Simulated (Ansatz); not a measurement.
# Arsenene bilayer (AB) in a perpendicular field, part 2 of 3

Aim: how the arsenene bilayer (AB) screens a field along its normal, and what the field does to its bands. A positive field points along +c.

Ansatz 0.2.0; plane-wave DFT, PBE-D3(BJ), Ansatz PAW.

So far. Step 2 (Relaxing the slab): The lattice constant a goes from 3.610 to 3.669 Å.

## 3. Atoms held, field 0

A sawtooth potential applies the field, turning back in the middle of the vacuum. With the dipole correction the typed value is the field outside the slab. The induced dipole is small, so the SCF threshold is tight.

The cell differs from the one that the last finished run ended in (c 35.400 → 22.926 Å).

File input.yaml:

```yaml
crystal:
  lattice:
    - [3.6694493363, 0.0, 0.0]
    - [-1.8347246682, 3.1778363431, 0.0]
    - [0.0, 0.0, 22.9258708419]
  atoms:
    - { symbol: As, position: [0.6666666667, 0.3333333333, 0.3925696024] }
    - { symbol: As, position: [0.3333333333, 0.6666666667, 0.4512700261] }
    - { symbol: As, position: [0.0, 0.0, 0.5487299739] }
    - { symbol: As, position: [0.6666666667, 0.3333333333, 0.6074303976] }
kpoints:
  mp_grid: { grid: [18, 18, 1] }
  band_path:
    path: [[0, 0, 0], [0.5, 0, 0], [0.33333333, 0.33333333, 0], [0, 0, 0]]
    npoints: 16
hamiltonian:
  xc: pbe
  dispersion: d3bj
scf:
  occupations: { method: fermi_dirac, width: 0.05 }
  convergence: { dr2_threshold: 1.0e-10 }
efield:
  axis: 3
  dipole_correction: true
  ramp_position: 0.97
  ramp_width: 0.06
  amplitude: 0
output:
  dos: { projected: true, e_range: [-6, 5] }
  bader: true
  write_potential: true
  write_density: true
  volumetric_format: npy
  elf: true
```

The run is started by

```sh
ansatz run input.yaml --threads 4 --pin off --max-ram 6144MiB --backend cpu --events-out ev --progress --plain --runs-dir out
```

Log:

```text
[...]
Crystal: 4 atoms, lattice volume = 267.337 Å³
Basis set: ecut = 420 eV, 5225 PW (Γ)
Bands: 36, of which v1, the nominal top of the filled ones, is band 30 counted from 1 (29 counted from 0)
Symmetry: 6 space group operations
k-points: 37 of 324 (time reversal used)
[...]
SCF iter   1: F=—  HF=-19425.664340 eV  |F-HF|=—  |Δ(HF+E_count)|=         —  Δρ=1.43e-3  dr2=1.56e-2  ethr=1.77e-3  p=-0.000 e·Å  D=-1.52e-14 V/Å  ΔV_dip=0.00 eV  dr2_dipole=4.75e-8  V_vac-E_F(+/−)=4.04/4.04 eV  ⟨swp⟩=7.8  Hψ=5853  notcnv=0
efield: sawtooth ramp at fractional position 0.9700 (set: `efield.ramp_position`, or a place that a band, a saddle search or an elastic batch's reference lends), width 0.0600; the density the first Hamiltonian is built on has a dipole p = -0.000 e·Å; the dipole correction subtracts the counter field D = -1.52e-14 V/Å, which shifts the + side's vacuum level by +0.00 eV against the − side's; the planar-averaged density in the ramp window peaks in size at 3.1e-6 e/Å³
[...]
SCF iter   2: F=—  HF=-19425.670939 eV  |F-HF|=—  |Δ(HF+E_count)|=   6.60e-3  Δρ=1.82e-3  dr2=5.73e-2  ethr=2.59e-5  p=-0.000 e·Å  D=-3.49e-5 V/Å  ΔV_dip=0.00 eV  dr2_dipole=3.61e-7  V_vac-E_F(+/−)=4.27/4.27 eV  ⟨swp⟩=3.0  Hψ=2690  notcnv=0  defer=24
[...]
SCF iter  10: F=-19425.661888 eV  HF=-19425.661888 eV  |F-HF|=0.00e0  |Δ(HF+E_count)|=  5.46e-11  Δρ=3.64e-8  dr2=8.98e-12  ethr=1.00e-12  p=0.000 e·Å  D=3.57e-7 V/Å  ΔV_dip=-0.00 eV  dr2_dipole=8.27e-13  V_vac-E_F(+/−)=4.14/4.14 eV  ⟨swp⟩=6.6  Hψ=3219  notcnv=0
SCF 1 converged in 10 iterations: F = -19425.661888 eV  dr2 = 8.98e-12
[...]
NSCF: frozen V_eff on 49 k-points
efield: sawtooth ramp at fractional position 0.9700 (kept from the solve that this one continues, or follows in the run), width 0.0600; the density the first Hamiltonian is built on has a dipole p = 0.000 e·Å; the dipole correction subtracts the counter field D = 3.57e-7 V/Å, which shifts the + side's vacuum level by -0.00 eV against the − side's; the planar-averaged density in the ramp window peaks in size at 6.3e-8 e/Å³
WARN: The output density's exchange-correlation potential varies sharply where the density is thin. Do not read a vacuum level from v_tot or v_xc, or from such a field of the output density. On a cell that repeats whose density bears no net charge and no dipole along the vacuum's axis use v_es (v_loc + v_h of the components); under efield.dipole_correction with no amplitude use v_es + v_field, which holds any externa [...]
SCF converged after 10 iterations
Free energy (F): -19425.661888 eV
[...]
Internal energy: -19425.658046 eV  (E = F + TS)
E sigma→0 (E₀):  -19425.659967 eV
Entropy (-TS):   -0.003842 eV (-0.960 meV/atom)
Fermi energy:    0.723181 eV
Dipole field:    D = 0.000001 V/Å  (p = 0.000002 e·Å, saw-weighted, corrected)
Work function:   Φ+ = 4.1411 eV   Φ− = 4.1412 eV
Levels:          The Fermi level and band energies are counted from a zero that moves with the ramp; work functions are not
[...]
--- Band table (eV; the first three rows and the last of 37) ---
  k-point 0: bands = [... 26 lower, -0.9820, -0.7961, -0.7961, 0.2686, 0.8708, 2.1526, 2.1526, 2.7560, ... 2 higher]
  k-point 1: bands = [... 26 lower, -1.1480, -1.1223, -0.8316, 0.5360, 1.2723, 1.9125, 2.2454, 2.9742, ... 2 higher]
  k-point 2: bands = [... 26 lower, -1.4228, -1.3316, -0.9884, 0.5651, 1.4362, 2.4266, 2.4724, 2.7204, ... 2 higher]
  k-point 36: bands = [... 26 lower, -3.2287, -2.6271, -2.6271, -1.9160, 1.9300, 1.9300, 2.9815, 4.7558, ... 2 higher]
--- Bader charges: 4 sites ---
  site symbol  charge [e]  shift [e]
     0     As     -0.0212     0.0000
     1     As      0.0212     0.0000
     2     As      0.0212     0.0000
     3     As     -0.0212     0.0000
  estimated error of the sums over rays = 1.8e-4 e
```

Wall time 41 s (4 threads of Arm Neoverse N1, shared host); peak memory 0.74 GiB.

Numbers from this step:

```
energy at zero smearing            : -19425.6600 eV
dipole along the normal            : 2.09e-6 e·Å
gap along the path                 : 0.1107 eV
smallest direct gap along the path : 0.6022 eV
ionisation energy, upper face      : 4.193 eV
electron affinity, upper face      : 4.083 eV
gap, the smaller of path and mesh  : 0.1107 eV
```

Running mean over a fixed 2.7 Å (it still follows the layers) of the planar mean; the ramp of the sawtooth is left out. Table of electron's electrostatic potential energy less the Fermi level by z:

```
z (Å)  electron's electrostatic potential energy less the Fermi level (eV)
  3.5                                                                 4.14
  4.0                                                                 4.14
  4.5                                                                 4.14
  5.0                                                                 4.14
  5.5                                                                 4.12
  6.0                                                                 4.08
  6.5                                                                 3.90
  7.0                                                                 3.22
  7.5                                                                 1.99
  8.0                                                                0.641
  8.5                                                                -1.24
  9.0                                                                -2.64
  9.5                                                                -3.51
 10.0                                                                -3.43
 10.5                                                                -2.96
 11.0                                                                -2.51
 11.5                                                                -2.04
 12.0                                                                -2.61
 12.5                                                                -3.00
 13.0                                                                -3.51
 13.5                                                                -3.42
 14.0                                                                -2.47
 14.5                                                               -0.967
 15.0                                                                0.872
 15.5                                                                 2.18
 16.0                                                                 3.37
 16.5                                                                 3.95
 17.0                                                                 4.09
 17.5                                                                 4.13
 18.0                                                                 4.14
 18.5                                                                 4.14
 19.0                                                                 4.14
 19.5                                                                 4.14
```

The density of states has structure finer than the step of the table below, so its rows give means over 0.2 eV. Peaks (eV: height): -5.72: 7.18, -3.44: 6.54, -2.99: 6.49, 0.92: 4.72, 1.50: 5.37, 1.64: 6.49, 1.99: 4.66.

The density of states by energy, zero at the Fermi level of the run, which the smearing sets inside the gap; means over each step:

energy (eV), density of states (states/eV a cell) and a bar:
```
     -5.8       3.37 ###################
     -5.6       2.90 ################
     -5.4       1.44 ########
     -5.2       0.99 #####
     -5.0       0.89 #####
     -4.8       0.86 ####
     -4.6       1.48 ########
     -4.4       2.31 #############
     -4.2       2.82 ################
     -4.0       2.89 ################
     -3.8       3.54 ####################
     -3.6       3.51 ####################
     -3.4       4.02 #######################
     -3.2       1.97 ###########
     -3.0       3.86 ######################
     -2.8       3.45 ###################
     -2.6       2.37 #############
     -2.4       2.21 ############
     -2.2       2.13 ############
     -2.0       3.01 #################
     -1.8       2.70 ###############
     -1.6       1.69 #########
     -1.4       1.40 #######
     -1.2       0.88 ####
     -1.0       0.55 ##
     -0.8       0.47 ##
     -0.6       0.38 #
     -0.4       0.36 #
     -0.2       0.63 ###
      0.0       0.13 
      0.2       0.84 ####
      0.4       1.06 #####
      0.6       1.13 ######
      0.8       2.76 ###############
      1.0       3.64 #####################
      1.2       1.89 ##########
      1.4       3.28 ##################
      1.6       5.25 ##############################
      1.8       3.70 #####################
```

Projected DOS per atom over height of the atomic layer and energy from the Fermi level. Layers: As As As As from below.

Values in states/eV, 22 rows by 4 columns, each cell a mean:
```
0.99 0.65 0.65 0.99
1.08 1.00 1.00 1.08
0.64 0.53 0.53 0.64
0.72 0.59 0.59 0.72
0.30 0.21 0.21 0.30
0.13 0.08 0.08 0.13
0.14 0.09 0.09 0.14
0.11 0.09 0.09 0.11
0.17 0.13 0.13 0.17
0.42 0.26 0.26 0.42
0.79 0.55 0.55 0.79
0.66 0.53 0.53 0.66
0.60 0.52 0.52 0.60
1.09 0.79 0.79 1.09
0.62 0.59 0.59 0.62
0.96 0.89 0.89 0.96
0.81 0.72 0.72 0.81
0.61 0.68 0.68 0.61
0.23 0.31 0.31 0.23
0.18 0.28 0.28 0.18
0.32 0.54 0.54 0.32
0.53 0.84 0.84 0.53
```
Columns: height of the atomic layer (Å) from 9 to 13.9 (not evenly spaced); rows upwards: energy from the Fermi level (eV) from -5.96 to 2.05.

The electronic bands at the labelled points (eV, zero at the Fermi level of the run, which the smearing sets inside the gap):

```
  point  band 27  band 28  band 29  band 30  band 31  band 32  band 33  band 34
      Γ    -1.71    -1.52    -1.52    -0.45     0.15     1.43     1.43     2.03
halfway    -3.00    -2.37    -2.20    -1.33     0.48     1.76     2.22     2.49
      M    -3.73    -3.42    -3.03    -1.90     0.26     1.07     1.68     2.16
halfway    -4.18    -4.05    -2.82    -2.01     0.73     1.83     1.88     2.96
      K    -3.95    -3.35    -3.35    -2.64     1.21     1.21     2.26     4.03
halfway    -3.68    -3.53    -1.99    -1.03     0.89     1.90     2.36     2.54
      Γ    -1.71    -1.52    -1.52    -0.45     0.15     1.43     1.43     2.03
```

Valence density in the ca plane at fractional y = 0.333, with atoms of As within 0.2 Å of it. It is the smooth field of the valence electrons, not physical close to the nuclei.

Values in e/Å³, 6 rows by 16 columns, each cell a mean:
```
 0  0  0  0  0  0  1  0  0  0  1  1  0  0  0  0
 0  0  0  0  0  2 13  0  0  0  2 12  0  0  0  0
 0  0  0  0  0  1  8  0  0  0  2  8  0  0  0  0
 0  0  0  0  0  0  1  0  0  0  0  0  0  0  0  0
 0  0  0  0  0  0  0  0  0  0  0  0  0  0  0  0
 0  0  0  0  0  0  0  0  0  0  0  0  0  0  0  0
```
Columns run along c (16.0 Å, from fractional 0.13 to 0.83 of the cell), rows up along a (3.7 Å). Atoms in or near the plane, at fractional coordinates: As at (0.39, 0.67), As at (0.61, 0.67).

Electrostatic potential energy in the ca plane at fractional y = 0.333, with atoms of As within 0.2 Å of it. With pseudopotentials it is smooth inside the atoms' cores, unlike the true potential.

Ten even steps from '0' (-15 eV) to '9' (5 eV), each cell a mean:
```
99999999999999862125778888876411479999999999
99999999999999611301688999873022048999999999
99999999999998408960589999871299317999999999
99999999999998408960489999871399317999999999
99999999999999602411688999873033048999999999
99999999999999851025778888876311379999999999
99999999999999987666667887666666789999999999
99999999999999998876446787545788999999999999
99999999999999998876446786545788999999999999
99999999999999987776667887666777899999999999
```
Columns run along c (16.0 Å, from fractional 0.13 to 0.83 of the cell; values clipped at the 3rd and 97th percentile), rows up along a (3.7 Å). Atoms in or near the plane, at fractional coordinates: As at (0.39, 0.67), As at (0.61, 0.67).

ELF in the ca plane at fractional y = 0.333, with atoms of As within 0.2 Å of it. It is the smooth field of the valence electrons, not physical close to the nuclei.

Ten even steps from '0' (0.00) to '9' (0.88), each cell a mean:
```
00000000000257887666642112356667787631000000
00000000002579987556531001246656899863100000
00000000013689984235531000245423799974200000
00000000013689984235431000245423699974200000
00000000002589986456531000246545899863100000
00000000001357887666642112356667888641000000
00000000000013455566654223556655553210000000
00000000000000012245555334555432110000000000
00000000000000011245565335555431100000000000
00000000000012345556654324556655443100000000
```
Columns run along c (16.0 Å, from fractional 0.13 to 0.83 of the cell), rows up along a (3.7 Å). Atoms in or near the plane, at fractional coordinates: As at (0.39, 0.67), As at (0.61, 0.67).

The gap is 0.11 eV, with the valence edge 4.19 eV and the conduction edge 4.08 eV under the upper vacuum level.

## 4. Single point, field 0.1 V/Å

input.yaml, as its differences from that of step 3:

```diff
@@ -26,6 +26,4 @@
   ramp_width: 0.06
-  amplitude: 0
+  amplitude: 0.1
 output:
-  dos: { projected: true, e_range: [-6, 5] }
-  bader: true
   write_potential: true
@@ -33,2 +31 @@
   volumetric_format: npy
-  elf: true
```

Log:

```text
[...]
Crystal: 4 atoms, lattice volume = 267.337 Å³
Basis set: ecut = 420 eV, 5225 PW (Γ)
Bands: 36, of which v1, the nominal top of the filled ones, is band 30 counted from 1 (29 counted from 0)
Symmetry: 6 space group operations
k-points: 37 of 324 (time reversal used)
[...]
k-point 0: bands = [... 26 lower, -0.9828, -0.7967, -0.7967, 0.2675, 0.8703, 2.1519, 2.1519, 2.7552, ... 2 higher]
  k-point 1: bands = [... 26 lower, -1.1485, -1.1231, -0.8323, 0.5350, 1.2717, 1.9117, 2.2447, 2.9732, ... 2 higher]
  k-point 2: bands = [... 26 lower, -1.4236, -1.3323, -0.9891, 0.5643, 1.4353, 2.4256, 2.4716, 2.7196, ... 2 higher]
  k-point 36: bands = [... 26 lower, -3.2295, -2.6310, -2.6245, -1.9166, 1.9249, 1.9337, 2.9807, 4.7489, ... 2 higher]
[key lines of the parts left out:]
SCF converged after 11 iterations
Free energy (F): -19425.664286 eV
Fermi energy:    0.722385 eV
Dipole field:    D = 0.032467 V/Å  (p = 0.047966 e·Å, saw-weighted, corrected)
```

Wall time 26 s (4 threads); peak memory 0.72 GiB; 1.7 min of CPU time.

The dipole is 0.0480 e·Å, and the gap 0.111 eV.

## 5. Atoms held, field -0.1 V/Å

input.yaml, as its differences from that of step 4:

```diff
@@ -26,3 +26,3 @@
   ramp_width: 0.06
-  amplitude: 0.1
+  amplitude: -0.1
 output:
```

Log:

```text
[...]
Crystal: 4 atoms, lattice volume = 267.337 Å³
Basis set: ecut = 420 eV, 5225 PW (Γ)
Bands: 36, of which v1, the nominal top of the filled ones, is band 30 counted from 1 (29 counted from 0)
Symmetry: 6 space group operations
k-points: 37 of 324 (time reversal used)
[...]
k-point 0: bands = [... 26 lower, -0.9828, -0.7967, -0.7967, 0.2675, 0.8703, 2.1519, 2.1519, 2.7552, ... 2 higher]
  k-point 1: bands = [... 26 lower, -1.1485, -1.1231, -0.8323, 0.5350, 1.2717, 1.9117, 2.2447, 2.9732, ... 2 higher]
  k-point 2: bands = [... 26 lower, -1.4236, -1.3323, -0.9891, 0.5643, 1.4353, 2.4256, 2.4716, 2.7196, ... 2 higher]
  k-point 36: bands = [... 26 lower, -3.2294, -2.6310, -2.6245, -1.9166, 1.9249, 1.9337, 2.9807, 4.7489, ... 2 higher]
[key lines of the parts left out:]
SCF converged after 11 iterations
Free energy (F): -19425.664286 eV
Fermi energy:    0.722390 eV
Dipole field:    D = -0.032466 V/Å  (p = -0.047965 e·Å, saw-weighted, corrected)
```

Run time: 26 s. Hardware: 4 threads; peak memory 0.71 GiB; 1.7 min of CPU time.

The dipole is -0.0480 e·Å, and the gap 0.111 eV.

## 6. Single point, field 0.2 V/Å

input.yaml, as its differences from that of step 5:

```diff
@@ -26,3 +26,3 @@
   ramp_width: 0.06
-  amplitude: -0.1
+  amplitude: 0.2
 output:
```

Log:

```text
[...]
Crystal: 4 atoms, lattice volume = 267.337 Å³
Basis set: ecut = 420 eV, 5225 PW (Γ)
Bands: 36, of which v1, the nominal top of the filled ones, is band 30 counted from 1 (29 counted from 0)
Symmetry: 6 space group operations
k-points: 37 of 324 (time reversal used)
[...]
k-point 0: bands = [... 26 lower, -0.9854, -0.7986, -0.7986, 0.2642, 0.8687, 2.1496, 2.1496, 2.7527, ... 2 higher]
  k-point 1: bands = [... 26 lower, -1.1501, -1.1255, -0.8342, 0.5320, 1.2696, 1.9094, 2.2424, 2.9704, ... 2 higher]
  k-point 2: bands = [... 26 lower, -1.4259, -1.3344, -0.9911, 0.5619, 1.4324, 2.4226, 2.4694, 2.7171, ... 2 higher]
  k-point 36: bands = [... 26 lower, -3.2318, -2.6364, -2.6234, -1.9185, 1.9182, 1.9359, 2.9783, 4.7403, ... 2 higher]
[key lines of the parts left out:]
SCF converged after 11 iterations
Free energy (F): -19425.671482 eV
Fermi energy:    0.719992 eV
Dipole field:    D = 0.064956 V/Å  (p = 0.095966 e·Å, saw-weighted, corrected)
```

The job ended after 27 s (4 threads; peak memory 0.72 GiB).

The dipole is 0.0960 e·Å, and the gap 0.111 eV.

## 7. Single point, field -0.2 V/Å

input.yaml, as its differences from that of step 6:

```diff
@@ -26,3 +26,3 @@
   ramp_width: 0.06
-  amplitude: 0.2
+  amplitude: -0.2
 output:
```

Log:

```text
[...]
Crystal: 4 atoms, lattice volume = 267.337 Å³
Basis set: ecut = 420 eV, 5225 PW (Γ)
Bands: 36, of which v1, the nominal top of the filled ones, is band 30 counted from 1 (29 counted from 0)
Symmetry: 6 space group operations
k-points: 37 of 324 (time reversal used)
[...]
k-point 0: bands = [... 26 lower, -0.9854, -0.7986, -0.7986, 0.2642, 0.8687, 2.1496, 2.1496, 2.7527, ... 2 higher]
  k-point 1: bands = [... 26 lower, -1.1501, -1.1255, -0.8342, 0.5320, 1.2696, 1.9094, 2.2424, 2.9704, ... 2 higher]
  k-point 2: bands = [... 26 lower, -1.4259, -1.3344, -0.9911, 0.5619, 1.4324, 2.4226, 2.4694, 2.7171, ... 2 higher]
  k-point 36: bands = [... 26 lower, -3.2318, -2.6364, -2.6234, -1.9185, 1.9182, 1.9359, 2.9783, 4.7404, ... 2 higher]
[key lines of the parts left out:]
SCF converged after 11 iterations
Free energy (F): -19425.671482 eV
Fermi energy:    0.719997 eV
Dipole field:    D = -0.064956 V/Å  (p = -0.095965 e·Å, saw-weighted, corrected)
```

Run time: 29 s. Hardware: 4 threads; peak memory 0.72 GiB.

The dipole is -0.0960 e·Å, and the gap 0.111 eV.

## 8. Single point, field 0.35 V/Å

input.yaml, as its differences from that of step 7:

```diff
@@ -26,4 +26,6 @@
   ramp_width: 0.06
-  amplitude: -0.2
+  amplitude: 0.35
 output:
+  dos: { projected: true, e_range: [-6, 5] }
+  bader: true
   write_potential: true
@@ -31 +33,2 @@
   volumetric_format: npy
+  elf: true
```

Log:

```text
[...]
Crystal: 4 atoms, lattice volume = 267.337 Å³
Basis set: ecut = 420 eV, 5225 PW (Γ)
Bands: 36, of which v1, the nominal top of the filled ones, is band 30 counted from 1 (29 counted from 0)
Symmetry: 6 space group operations
k-points: 37 of 324 (time reversal used)
[...]
k-point 2: bands = [... 26 lower, -1.4324, -1.3403, -0.9968, 0.5551, 1.4243, 2.4138, 2.4631, 2.7096, ... 2 higher]
  k-point 36: bands = [... 26 lower, -3.2384, -2.6473, -2.6245, -1.9237, 1.9052, 1.9362, 2.9715, 4.7242, ... 2 higher]
--- Bader charges: 4 sites ---
  site symbol  charge [e]  shift [e]
     0     As     -0.0486     0.0000
     1     As      0.0309     0.0000
     2     As      0.0113     0.0000
     3     As      0.0064     0.0000
  estimated error of the sums over rays = 1.8e-4 e
[key lines of the parts left out:]
SCF converged after 11 iterations
Free energy (F): -19425.691285 eV
Fermi energy:    0.713257 eV
Dipole field:    D = 0.113786 V/Å  (p = 0.168107 e·Å, saw-weighted, corrected)
```

It took 46 s on 4 threads; peak memory 0.73 GiB.

The dipole is 0.168 e·Å, and the gap 0.112 eV.

(Continued in part 3 of 3.)

[Long decimals in the printed logs are rounded to 6 places.]

[Logs are printed without paths, hosts, clocks, repeated set-up lines and the standing remarks that a program may print on its own settings, such as how far it seeks lower states.]

[Hosts, paths, dates, database ids (printed as entryN), source tags and the programs' standing remarks are cut or masked in the printed files.]

[Maps of the electrostatic potential energy from Ansatz leave out the sawtooth potential of an applied field or a dipole correction, so their vacuum need not be flat; planar profiles and work functions include it.]
